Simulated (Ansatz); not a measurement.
# MoS: relaxing a made-up structure

Starting from a made-up structure for MoS, the aim is the relaxed cell, its shortest contacts and, where a second run follows, its electronic structure.

Main program and level: Ansatz 0.2.0; DFT, PBE, plane-wave PAW, files of the set soft_1, scalar-relativistic, no spin, cell and ions relaxed at zero pressure; PAW set soft_1.

### 1. The starting structure

Symmetry: Pnma, No. 62, orthorhombic system. The conventional cell has a = 10.706 Å, b = 3.751 Å, c = 4.145 Å, α = 90.00°, β = 90.00°, γ = 90.00°. Mo has 6 S at 2.52 to 3.23 Å and 2 Mo at 3.23 Å nearest. Nearest to S lie 6 Mo at 2.52 to 3.23 Å. Farther neighbours and most contacts between anions are not listed.

As a file:

```cif
data_structure
_symmetry_space_group_name_H-M 'Pnma'
_symmetry_Int_Tables_number 62
_cell_length_a 10.7060
_cell_length_b 3.7510
_cell_length_c 4.1450
_cell_angle_alpha 90.000
_cell_angle_beta 90.000
_cell_angle_gamma 90.000
_cell_volume 166.46
loop_
_atom_site_label
_atom_site_type_symbol
_atom_site_symmetry_multiplicity
_atom_site_Wyckoff_symbol
_atom_site_fract_x
_atom_site_fract_y
_atom_site_fract_z
_atom_site_occupancy
Mo1 Mo 4 c 0.88590 0.75000 0.88080 1
S1 S 4 c 0.15350 0.75000 0.52080 1
```

### 2. Relaxing cell and atoms

The guessed cell has no reason to be at equilibrium. It is relaxed with the atoms, within the space group of the guess.

File input.yaml:

```yaml
crystal:
  lattice:
    - [10.706, 0.0, 0.0]
    - [0.0, 3.751, 0.0]
    - [0.0, 0.0, 4.145]
  atoms:
    - { symbol: Mo, position: [0.8859, 0.75, 0.8808] }
    - { symbol: Mo, position: [0.6141, 0.25, 0.3808] }
    - { symbol: Mo, position: [0.3859, 0.75, 0.6192] }
    - { symbol: Mo, position: [0.1141, 0.25, 0.1192] }
    - { symbol: S, position: [0.1535, 0.75, 0.5208] }
    - { symbol: S, position: [0.3465, 0.25, 0.0208] }
    - { symbol: S, position: [0.6535, 0.75, 0.9792] }
    - { symbol: S, position: [0.8465, 0.25, 0.4792] }
kpoints:
  mp_grid: { grid: [3, 7, 7] }
scf:
  occupations: { method: fermi_dirac, width: 0.05 }
hamiltonian:
  xc: pbe
  pseudopotentials: { kind: paw, azcp: { folder: soft_1 } }
relax:
  f_tol: 0.015
  max_steps: 70
  cell: {}
output:
  forces: true
  stress: true
```

On the command line:

```
ansatz run input.yaml --threads 4 --pin off --max-ram 10240MiB --backend cpu --events-out ev --progress --plain --runs-dir out
```

Numbers of over 12 decimals in the logs are rounded to 6 here.

What it wrote:

```text
Engine: ansatz 0.2.0, aarch64-unknown-linux-gnu
Pseudopotentials: kind: paw
Pseudopotential: Mo, paw, valence charge 14, recommended cutoff 420 eV (normal), soft_1/Mo.paw.azcp
Pseudopotential: S, paw, valence charge 6, recommended cutoff 420 eV (normal), soft_1/S.paw.azcp
Functional definition: PBE
  parameter kappa = 0.804
  parameter beta = 0.066725
  exchange = pbe_x(kappa = kappa, mu = beta*pi^2/3)
  correlation = pbe_c(beta = beta)
Crystal: 8 atoms, lattice volume = 166.456 Å³
Basis set: ecut = 420 eV, 3239 PW (Γ), exchange–correlation on 144×54×60 points (8 copies of the dense FFT grid, shifted against one another)
Bands: 48, of which v1, the nominal top of the filled ones, is band 40 counted from 1 (39 counted from 0)
Symmetry: 8 space group operations
Space group: Pnma (ITA 62), of the structure as read, at distance tolerance 5.5e-5 Å
k-points: 32 of 147
Non-local potential: Mo, projectors of the file, l = 0: 3, l = 1: 2, l = 2: 2, l = 3: 1
Non-local potential: S, projectors of the file, l = 0: 2, l = 1: 2, l = 2: 1
PAW form: soft (Blöchl's): semilocal exchange-correlation on the pseudo side does not see the compensation charge
PAW one-centre angular grid: Mo, 590 points (default); XC on 64 Gauss nodes
PAW one-centre angular grid: S, 110 points (default); XC on 64 Gauss nodes
Initial density: superposition of atomic densities (chi_scale 0.1, normalization cell, long waves kept (reshape's long-wave potential 0.01 eV rms))
Initial wavefunctions: pseudopotential atomic-orbital guess
Functional: x = pbe(κ = 0.804, μ = 0.219515), c = pbe(β = 0.066725)
SCF iter   1: F=—  HF=-23429.394084 eV  |F-HF|=—  |Δ(HF+E_count)|=         —  Δρ=5.89e-2  dr2=8.08e0  ethr=3.10e-3  ⟨swp⟩=6.1  Hψ=5939  notcnv=0
preconditioner: auto → Kerker (q_TF=auto, 2.415 Å⁻¹)  [metal: Δε(μ)=0.012 eV  Ē_g=5.888 eV  σ=0.050 eV  W_gap=0.06  n_scr=44 (ndim 8)  ℏωp=19.9 eV  f_vac=0.000  D(μ)=12.37/eV (n_scr^D=136)]
SCF iter   2: F=—  HF=-23427.951597 eV  |F-HF|=—  |Δ(HF+E_count)|=    1.44e0  Δρ=2.87e-2  dr2=1.49e0  ethr=3.10e-3  ⟨swp⟩=3.2  Hψ=3191  notcnv=0
SCF iter   3: F=—  HF=-23427.683717 eV  |F-HF|=—  |Δ(HF+E_count)|=   2.68e-1  Δρ=7.07e-3  dr2=6.05e-2  ethr=1.87e-3  ⟨swp⟩=2.2  Hψ=2310  notcnv=0
SCF iter   4: F=—  HF=-23427.684449 eV  |F-HF|=—  |Δ(HF+E_count)|=   7.32e-4  Δρ=1.41e-3  dr2=4.54e-3  ethr=7.56e-5  ⟨swp⟩=2.1  Hψ=2699  notcnv=0
SCF iter   5: F=—  HF=-23427.684334 eV  |F-HF|=—  |Δ(HF+E_count)|=   1.15e-4  Δρ=5.06e-4  dr2=5.56e-4  ethr=5.67e-6  ⟨swp⟩=2.0  Hψ=2337  notcnv=0
SCF iter   6: F=—  HF=-23427.684303 eV  |F-HF|=—  |Δ(HF+E_count)|=   3.05e-5  Δρ=1.52e-4  dr2=6.74e-5  ethr=6.95e-7  ⟨swp⟩=2.3  Hψ=2214  notcnv=0
SCF iter   7: F=—  HF=-23427.684410 eV  |F-HF|=—  |Δ(HF+E_count)|=   1.06e-4  Δρ=3.91e-5  dr2=2.76e-6  ethr=8.42e-8  ⟨swp⟩=2.0  Hψ=2199  notcnv=0
SCF iter   8: F=—  HF=-23427.684410 eV  |F-HF|=—  |Δ(HF+E_count)|=   4.15e-7  Δρ=1.20e-5  dr2=2.87e-7  ethr=3.45e-9  ⟨swp⟩=2.0  Hψ=2305  notcnv=0
SCF iter   9: F=-23427.684410 eV  HF=-23427.684410 eV  |F-HF|=1.60e-8  |Δ(HF+E_count)|=   2.64e-8  Δρ=5.72e-6  dr2=4.38e-8  ethr=1.25e-10  ⟨swp⟩=5.0  Hψ=5406  notcnv=0
SCF 1 converged in 9 iterations: F = -23427.684410 eV  dr2 = 4.38e-8
  greatest PAW one-centre occupation: 0.999 electrons in one spin orbital (limit 2), on the Mo atom at site 3 (counted from 0), in its partial waves of l = 0
relax step   1: F+E_penalty+E_count = -23427.68441007 eV  Δ(F+E_penalty+E_count) = +0.000e0 eV  max|allowed force component| = 4.448e-1 eV/Å  Δτ_max = 0.0000 Å  P = -21.969 GPa  Ω = 166.456 Å³  (9 SCF iters, dr2 threshold 1.00e-7 eV, accepted)
Crystal: 8 atoms, lattice volume = 147.134 Å³
Basis set: ecut = 420 eV, 2845 PW (Γ), exchange–correlation on 144×54×60 points (8 copies of the dense FFT grid, shifted against one another)
Initial density: handed on by an earlier stage of this run
Initial wavefunctions: those handed on with the density
iter 1 solved again at ethr=8.77e-5 eV; its pass at ethr=3.10e-3 eV (dr2=7.02e-2 eV) is discarded
SCF iter   1: F=—  HF=-23430.225525 eV  |F-HF|=—  |Δ(HF+E_count)|=         —  Δρ=7.44e-3  dr2=7.06e-2  ethr=8.77e-5  ⟨swp⟩=1.5  Hψ=8744  notcnv=0
preconditioner: auto → Kerker (q_TF=auto, 2.465 Å⁻¹)  [metal: Δε(μ)=0.007 eV  Ē_g=5.921 eV  σ=0.050 eV  W_gap=0.04  n_scr=44 (ndim 8)  ℏωp=21.2 eV  f_vac=0.000  D(μ)=11.89/eV (n_scr^D=136)]
SCF iter   2: F=—  HF=-23430.217608 eV  |F-HF|=—  |Δ(HF+E_count)|=   7.92e-3  Δρ=4.27e-3  dr2=2.60e-2  ethr=8.77e-5  ⟨swp⟩=1.1  Hψ=1538  notcnv=0
SCF iter   3: F=—  HF=-23430.214538 eV  |F-HF|=—  |Δ(HF+E_count)|=   3.07e-3  Δρ=6.58e-4  dr2=1.17e-3  ethr=3.25e-5  ⟨swp⟩=2.0  Hψ=2171  notcnv=0
SCF iter   4: F=—  HF=-23430.214415 eV  |F-HF|=—  |Δ(HF+E_count)|=   1.23e-4  Δρ=2.20e-4  dr2=1.20e-4  ethr=1.46e-6  ⟨swp⟩=2.0  Hψ=2186  notcnv=0
SCF iter   5: F=—  HF=-23430.214470 eV  |F-HF|=—  |Δ(HF+E_count)|=   5.51e-5  Δρ=6.58e-5  dr2=7.02e-6  ethr=1.50e-7  ⟨swp⟩=2.1  Hψ=2215  notcnv=0
SCF iter   6: F=-23430.214470 eV  HF=-23430.214470 eV  |F-HF|=3.21e-8  |Δ(HF+E_count)|=   8.04e-7  Δρ=2.08e-5  dr2=6.34e-7  ethr=1.00e-9  ⟨swp⟩=5.1  Hψ=6145  notcnv=0
SCF 2 converged in 6 iterations: F = -23430.214470 eV  dr2 = 6.34e-7
relax step   2: F+E_penalty+E_count = -23430.21447046 eV  Δ(F+E_penalty+E_count) = -2.530e0 eV  max|allowed force component| = 7.257e-1 eV/Å  Δτ_max = 0.0308 Å  P = -16.167 GPa  Ω = 147.134 Å³  energy of the carried Pulay correction = +2.505e-3 eV  (6 SCF iters, dr2 threshold 8.00e-7 eV, accepted)
Crystal: 8 atoms, lattice volume = 132.777 Å³
Basis set: ecut = 420 eV, 2603 PW (Γ), exchange–correlation on 144×54×60 points (8 copies of the dense FFT grid, shifted against one another)
iter 1 solved again at ethr=1.09e-4 eV; its pass at ethr=3.10e-3 eV (dr2=8.73e-2 eV) is discarded
SCF iter   1: F=—  HF=-23431.910457 eV  |F-HF|=—  |Δ(HF+E_count)|=         —  Δρ=8.95e-3  dr2=8.89e-2  ethr=1.09e-4  ⟨swp⟩=1.8  Hψ=8753  notcnv=0
preconditioner: auto → Kerker (q_TF=auto, 2.507 Å⁻¹)  [metal: Δε(μ)=0.003 eV  Ē_g=6.369 eV  σ=0.050 eV  W_gap=0.02  n_scr=34 (ndim 8)  ℏωp=22.3 eV  f_vac=0.000  D(μ)=7.58/eV (n_scr^D=76)]
SCF iter   2: F=—  HF=-23431.900157 eV  |F-HF|=—  |Δ(HF+E_count)|=   1.03e-2  Δρ=5.11e-3  dr2=3.55e-2  ethr=1.09e-4  ⟨swp⟩=1.1  Hψ=1538  notcnv=0
SCF iter   3: F=—  HF=-23431.895363 eV  |F-HF|=—  |Δ(HF+E_count)|=   4.79e-3  Δρ=6.87e-4  dr2=7.86e-4  ethr=4.43e-5  ⟨swp⟩=2.0  Hψ=2409  notcnv=0
SCF iter   4: F=—  HF=-23431.895274 eV  |F-HF|=—  |Δ(HF+E_count)|=   8.90e-5  Δρ=2.30e-4  dr2=1.06e-4  ethr=9.83e-7  ⟨swp⟩=2.9  Hψ=3183  notcnv=0
[...]
relax step   5: F+E_penalty+E_count = -23433.30248085 eV  Δ(F+E_penalty+E_count) = -4.247e-1 eV  max|allowed force component| = 4.599e-1 eV/Å  Δτ_max = 0.1849 Å  P = +6.385 GPa  Ω = 115.715 Å³  energy of the carried Pulay correction = +7.313e-3 eV  (6 SCF iters, dr2 threshold 8.00e-7 eV, accepted)
relax step   6: F+E_penalty+E_count = -23433.46680382 eV  Δ(F+E_penalty+E_count) = -1.643e-1 eV  max|allowed force component| = 4.565e-1 eV/Å  Δτ_max = 0.2000 Å  P = -1.753 GPa  Ω = 119.866 Å³  energy of the carried Pulay correction = +6.617e-3 eV  (6 SCF iters, dr2 threshold 8.00e-7 eV, accepted)
relax step   7: F+E_penalty+E_count = -23433.50091723 eV  Δ(F+E_penalty+E_count) = -3.411e-2 eV  max|allowed force component| = 1.145e-1 eV/Å  Δτ_max = 0.0563 Å  P = +1.807 GPa  Ω = 118.726 Å³  energy of the carried Pulay correction = +6.807e-3 eV  (6 SCF iters, dr2 threshold 8.00e-7 eV, accepted)
relax step   8: F+E_penalty+E_count = -23433.51599971 eV  Δ(F+E_penalty+E_count) = -1.508e-2 eV  max|allowed force component| = 8.916e-2 eV/Å  Δτ_max = 0.0357 Å  P = -0.744 GPa  Ω = 119.931 Å³  energy of the carried Pulay correction = +6.607e-3 eV  (6 SCF iters, dr2 threshold 8.00e-7 eV, accepted)
relax step   9: F+E_penalty+E_count = -23433.51785456 eV  Δ(F+E_penalty+E_count) = -1.855e-3 eV  max|allowed force component| = 1.007e-1 eV/Å  Δτ_max = 0.0292 Å  P = +0.483 GPa  Ω = 119.259 Å³  energy of the carried Pulay correction = +6.718e-3 eV  (6 SCF iters, dr2 threshold 8.00e-7 eV, accepted)
relax step  10: F+E_penalty+E_count = -23433.52213922 eV  Δ(F+E_penalty+E_count) = -4.285e-3 eV  max|allowed force component| = 6.603e-3 eV/Å  Δτ_max = 0.0157 Å  P = +0.067 GPa  Ω = 119.516 Å³  energy of the carried Pulay correction = +6.675e-3 eV  (6 SCF iters, dr2 threshold 8.00e-7 eV, accepted)
relax step  11: F+E_penalty+E_count = -23433.52230164 eV  Δ(F+E_penalty+E_count) = -1.624e-4 eV  max|allowed force component| = 5.917e-3 eV/Å  Δτ_max = 0.0019 Å  P = +0.031 GPa  Ω = 119.559 Å³  energy of the carried Pulay correction = +6.668e-3 eV  (6 SCF iters, dr2 threshold 1.41e-7 eV, accepted)
relax step  12: F+E_penalty+E_count = -23433.52237472 eV  Δ(F+E_penalty+E_count) = -7.308e-5 eV  max|allowed force component| = 1.792e-3 eV/Å  Δτ_max = 0.0038 Å  P = -0.009 GPa  Ω = 119.641 Å³  energy of the carried Pulay correction = +6.655e-3 eV  (6 SCF iters, dr2 threshold 1.36e-8 eV, accepted)
Basis set: ecut = 420 eV, 2343 PW (Γ), exchange–correlation on 144×48×54 points (8 copies of the dense FFT grid, shifted against one another)
Initial wavefunctions: pseudopotential atomic-orbital guess (no wavefunctions were taken with the density)
iter 1 solved again at ethr=8.08e-8 eV; its pass at ethr=3.10e-3 eV (dr2=6.47e-5 eV) is discarded
SCF iter   1: F=—  HF=-23433.517451 eV  |F-HF|=—  |Δ(HF+E_count)|=         —  Δρ=2.59e-4  dr2=1.05e-5  ethr=8.08e-8  ⟨swp⟩=4.6  Hψ=11562  notcnv=0
preconditioner: auto → Kerker (q_TF=auto, 2.551 Å⁻¹)  [metal: Δε(μ)=0.015 eV  Ē_g=6.860 eV  σ=0.050 eV  W_gap=0.07  n_scr=30 (ndim 8)  ℏωp=23.5 eV  f_vac=0.000  D(μ)=8.18/eV (n_scr^D=84)]
SCF iter   2: F=—  HF=-23433.517456 eV  |F-HF|=—  |Δ(HF+E_count)|=   5.71e-6  Δρ=1.37e-4  dr2=2.77e-6  ethr=1.31e-8  ⟨swp⟩=2.4  Hψ=2643  notcnv=0
SCF iter   3: F=—  HF=-23433.517464 eV  |F-HF|=—  |Δ(HF+E_count)|=   7.95e-6  Δρ=5.99e-6  dr2=1.43e-8  ethr=3.47e-9  ⟨swp⟩=2.0  Hψ=2820  notcnv=0
SCF iter   4: F=—  HF=-23433.517464 eV  |F-HF|=—  |Δ(HF+E_count)|=   9.80e-9  Δρ=1.08e-6  dr2=8.90e-10  ethr=1.79e-11  ⟨swp⟩=2.1  Hψ=2265  notcnv=0
iter 5 did not close the SCF: its close was put off for the readings that it lacked (scf_convergence_deferred on its scf_iter line)
SCF iter   5: F=-23433.517464 eV  HF=-23433.517464 eV  |F-HF|=1.09e-11  |Δ(HF+E_count)|=  1.09e-10  Δρ=1.92e-7  dr2=3.59e-11  ethr=1.11e-12  ⟨swp⟩=2.2  Hψ=2806  notcnv=0
SCF iter   6: F=-23433.517464 eV  HF=-23433.517464 eV  |F-HF|=3.64e-12  |Δ(HF+E_count)|=  7.28e-12  Δρ=4.52e-8  dr2=1.33e-12  ethr=1.00e-12  ⟨swp⟩=3.8  Hψ=5308  notcnv=0
SCF 13 converged in 6 iterations: F = -23433.517464 eV  dr2 = 1.33e-12
  greatest PAW one-centre occupation: 0.999 electrons in one spin orbital (limit 2), on the Mo atom at site 2 (counted from 0), in its partial waves of l = 0
relax step  13: F+E_penalty+E_count = -23433.51746433 eV  Δ(F+E_penalty+E_count) = +4.910e-3 eV  max|allowed force component| = 2.038e-3 eV/Å  Δτ_max = 0.0000 Å  P = -0.014 GPa  Ω = 119.641 Å³  stress off target by 2.34e-2 GPa  SCF on the basis re-selected at this cell (its energy is not comparable with the rows above)  (6 SCF iters)
basis re-selected at this cell: Δ(F+E_penalty+E_count) = +4.910e-3 eV, ΔP = -0.006 GPa vs the last step (what re-selecting the basis moved, of the pressure what is left beyond the Pulay correction that the steps carried, after the strain that the cell walked since its last selection, with what the two solves' SCF thresholds leave and, on support functions, any second-order correction that the steps lacked; it is no measure of the basis error at this ecutwfc). The dense FFT grid was sized anew with the basis: this SCF ran on 72×24×27 points, the steps before it on 72×27×30, so part of this shift can come from that change (see relax.cell in the input reference). [rest of the remark cut]
SCF converged after 6 iterations
Free energy (F): -23433.517464 eV
Harris-Foulkes:  -23433.517464 eV  (|F-HF|=3.64e-12)
Internal energy: -23433.450109 eV  (E = F + TS)
E sigma→0 (E₀):  -23433.483786 eV
Entropy (-TS):   -0.067356 eV (-8.419 meV/atom)
Fermi energy:    16.742130 eV
--- Per-component energies (eV) ---
  E_band       = -269.927868
  E_kinetic    = 2125.571944
  E_local      = -4221.716276  (includes V_loc(G=0)·N_el)
  E_nonlocal   = 737.884835
  E_hartree    = 1491.254644
  E_xc         = -1063.290298
  E_vxc        = -1214.052205  (∫ρ·V_xc dr)
  E_paw        = -15283.855616  (= ΣΔE_a)
  E_vpaw       = -680.125692  (= ΣTr[D̂ρ^β])
  E_aug_tail   = 0.000199  (compensation charges beyond the density's cutoff)
  E_ewald      = -7219.299540
  E_smearing   = -0.067356  (= −TS)
  E_closure    = 0.000000  (closes the sum)
  Σ components = -23433.517464   (vs F -23433.517464, Δ=0.00e0)
--- Forces (eV/Å), atoms counted from 1 ---
  atom   1  Mo    -0.00188299     0.00000000    -0.00029456
  atom   2  Mo     0.00188299     0.00000000    -0.00029456
  atom   3  Mo    -0.00188299     0.00000000     0.00029456
  atom   4  Mo     0.00188299     0.00000000     0.00029456
  atom   5  S      0.00203780     0.00000000     0.00140932
  atom   6  S     -0.00203780     0.00000000     0.00140932
  atom   7  S      0.00203780     0.00000000    -0.00140932
  atom   8  S     -0.00203780     0.00000000    -0.00140932
  max |Σ_I F_I| component: 4.34e-19 eV/Å
--- Stress (GPa, compression-positive) ---
       -0.021341       0.000000       0.000000
        0.000000      -0.023446       0.000000
        0.000000       0.000000       0.001532
  P = ⅓ Tr σ = -0.0144 GPa (-0.144 kbar)
--- Relaxed structure (12 steps of the walk, 12 accepted, 1 SCFs on fresh bases) ---
  F+E_penalty+E_count = -23433.51746433 eV   max|allowed force component| = 2.038e-3 eV/Å   (the final SCF, on the basis selected at the relaxed cell)
  cell:  # Å, volume = 119.6412 Å³
    - [9.624193, 0.0, 0.0]
    - [0.0, 3.086140, 0.0]
    - [0.0, 0.0, 4.028107]
  atoms:
    - { symbol: Mo, position: [0.892706, 0.75, 0.883191] }
    - { symbol: Mo, position: [0.607294, 0.25, 0.383191] }
    - { symbol: Mo, position: [0.392706, 0.75, 0.616809] }
    - { symbol: Mo, position: [0.107294, 0.25, 0.116809] }
    - { symbol: S, position: [0.130832, 0.75, 0.628332] }
    - { symbol: S, position: [0.369168, 0.25, 0.128332] }
    - { symbol: S, position: [0.630832, 0.75, 0.871668] }
    - { symbol: S, position: [0.869168, 0.25, 0.371668] }
```

Wall time 51 s (4 threads of Arm Neoverse V1, shared host); peak memory 0.61 GiB; 3.3 min of CPU time.

The steps of the relaxation:

| step | energy less that of the first step (eV) | largest force component (eV/Å) | pressure (GPa) | volume (Å³) |
| --- | --- | --- | --- | --- |
| 1 | 0.0000 | 0.4448 | -21.97 | 166.46 |
| 2 | -2.5301 | 0.7257 | -16.17 | 147.13 |
| 3 | -4.2109 | 0.8099 | -8.73 | 132.78 |
| 4 | -5.1934 | 0.6325 | -1.57 | 123.03 |
| 5 | -5.6181 | 0.4599 | 6.39 | 115.71 |
| 6 | -5.7824 | 0.4565 | -1.75 | 119.87 |
| 7 | -5.8165 | 0.1145 | 1.81 | 118.73 |
| 8 | -5.8316 | 0.0892 | -0.74 | 119.93 |
| 9 | -5.8334 | 0.1007 | 0.48 | 119.26 |
| 10 | -5.8377 | 0.0066 | 0.07 | 119.52 |
| 11 | -5.8379 | 0.0059 | 0.03 | 119.56 |
| 12 | -5.8380 | 0.0018 | -0.01 | 119.64 |
| 13* | -5.8331 | 0.0020 | -0.01 | 119.64 |

Relaxation steps marked * repeat the geometry before them on a plane-wave basis chosen anew for their cell, so energy and pressure can jump there.

The run keeps the 8 symmetry operations that it works with, so distortions that break them were not tested.

```csv
cell as run,before,after,change
a (Å),10.706,9.624,-10.1 %
b (Å),3.751,3.086,-17.7 %
c (Å),4.145,4.028,-2.8 %
volume (Å³/atom),20.81,14.96,-28.1 %
```

The atoms that moved most (Å, as changes of fractional coordinates times the final cell):

```csv
atom,dx,dy,dz,length
S7,-0.218,0.000,-0.433,0.485
S5,-0.218,0.000,0.433,0.485
S6,0.218,0.000,0.433,0.485
S8,0.218,0.000,-0.433,0.485
Mo3,0.066,0.000,-0.010,0.066
Mo4,-0.066,0.000,-0.010,0.066
Mo2,-0.066,0.000,0.010,0.066
Mo1,0.066,0.000,0.010,0.066
```

Final coordinates:

```xyz
8
Lattice="9.6242 0.0000 0.0000 0.0000 3.0861 0.0000 0.0000 0.0000 4.0281" Properties=species:S:1:pos:R:3 pbc="T T T"
Mo    8.5916    2.3146    3.5576
Mo    5.8447    0.7715    1.5435
Mo    3.7795    2.3146    2.4846
Mo    1.0326    0.7715    0.4705
S     1.2592    2.3146    2.5310
S     3.5529    0.7715    0.5169
S     6.0712    2.3146    3.5112
S     8.3650    0.7715    1.4971
```

Numbers from this step:

| Property | Result |
| --- | --- |
| free energy | -23433.5175 eV |
| energy at zero smearing | -23433.4838 eV |
| smearing term TS | 0.06736 eV |
| Fermi energy | 16.74 eV |
| electrons | 80 |
| symmetry operations | 8 |
| pressure | -0.01442 GPa |

Shortest distances by pair of elements, guess and relaxed (not always the same contact):

```csv
pair,guess (Å),relaxed (Å)
Mo–S,2.521,2.511
Mo–Mo,3.235,2.744
S–S,3.476,3.086
```

The relaxation ends with a largest force component of 0.0020 eV/Å and a pressure of -0.01 GPa.

### 3. What came out

| Property | Result |
| --- | --- |
| space group, relaxed | Pnma |
| conventional cell | a = 9.624, b = 3.086, c = 4.028 Å; α = 90.0°, β = 90.0°, γ = 90.0° |
| volume per atom | 14.96 Å³ (guess 20.81) |

MoS relaxes to Pnma with a = 9.624, b = 3.086 and c = 4.028 Å. The guessed volume was 39 % too large. The space group Pnma was held in the relaxation, so the end point is a stationary structure within it and may be a saddle against distortions or other arrangements. Mesh and cutoff weren't tested. A vector of the cell changed its length by 18 %, more than the volume shows. No dispersion term is used, so weakly bound directions may come out too long. The runs have no spin, and magnetism wasn't tested. Nothing here tests whether the compound is stable against decomposition.

[Logs are printed without paths, hosts, clocks, repeated set-up lines and the standing remarks that a program may print on its own settings, such as how far it seeks lower states.]

[Hosts, paths, dates, database ids (printed as entryN), source tags and the programs' standing remarks are cut or masked in the printed files.]
